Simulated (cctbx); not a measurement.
# Resonant diffraction in Zn3B4Pb3O12

Space group P6_3/m (no. 176), a = 9.9560 Å, b = 9.9560 Å, c = 7.0550 Å, α = 90.00°, β = 90.00°, γ = 120.00°.

```
atom  mult.       x       y       z  Ueq (Å²)
 Pb1      6  0.2900  0.1580     3/4    0.0172
 Zn1      6     1/2     1/2       0    0.0182
  O1     12  0.7535  0.6470  0.0882    0.0515
  O2      6  0.5456  0.6567     3/4    0.0265
  O3      6  0.5370  0.3512     3/4    0.0282
  B1      2     2/3     1/3     3/4    0.0495
  B2      6  0.2012  0.3917     3/4    0.0287
```

The model is made up (kin elements in a known structure type, no relaxation), so it says nothing on whether the phase exists.

Calculated with cctbx: free-atom f′ and f″ from the Sasaki tables, no fine structure; amplitudes in electrons.

| E (eV) | F 1 1 0 | F 2 1 0 | F 1 2 0 | F 1 1 2 |
| --- | --- | --- | --- | --- |
| 9059 | 193.5 | 104.4 | 48.0 | 47.6 |
| 9409 | 191.5 | 102.5 | 46.2 | 48.7 |
| 9539 | 189.9 | 101.0 | 44.8 | 49.9 |
| 9599 | 188.4 | 99.6 | 43.4 | 51.2 |
| 9629 | 187.0 | 98.2 | 42.0 | 52.5 |
| 9644 | 185.5 | 96.8 | 40.6 | 53.9 |
| 9651 | 184.2 | 95.5 | 39.3 | 55.1 |
| 9655 | 182.8 | 94.1 | 37.9 | 56.5 |
| 9663 | 183.1 | 94.7 | 38.9 | 55.9 |
| 9667 | 184.6 | 96.2 | 40.4 | 54.4 |
| 9674 | 186.0 | 97.5 | 41.7 | 53.1 |
| 9689 | 187.5 | 99.0 | 43.2 | 51.6 |
| 9719 | 189.0 | 100.4 | 44.6 | 50.1 |
| 9809 | 190.9 | 102.3 | 46.5 | 48.0 |
| 10059 | 192.8 | 104.2 | 48.5 | 45.5 |

**Question.** Which edge is crossed, and why do the reflections move as they do?

The K edge of Zn. The edge is at 9659 eV. f′ of Zn falls from -4.0 e at 9539 eV to -7.6 e at 4 eV below it, and f″ steps from 0.49 to 3.89 e across it. Over that approach |F| changes by -4 % (1 1 0), -7 % (2 1 0), -15 % (1 2 0) and +13 % (1 1 2): a reflection falls where Zn scatters in phase with the total and rises where it scatters against it; it hardly moves where the Zn term is small or cancels by symmetry. Above the edge the larger f″ enters the imaginary part, where it can add to or cancel the other atoms' f″. The structure is centrosymmetric, so Friedel mates stay equal.

[Logs are printed without paths, hosts, clocks, repeated set-up lines and the standing remarks that a program may print on its own settings, such as how far it seeks lower states.]
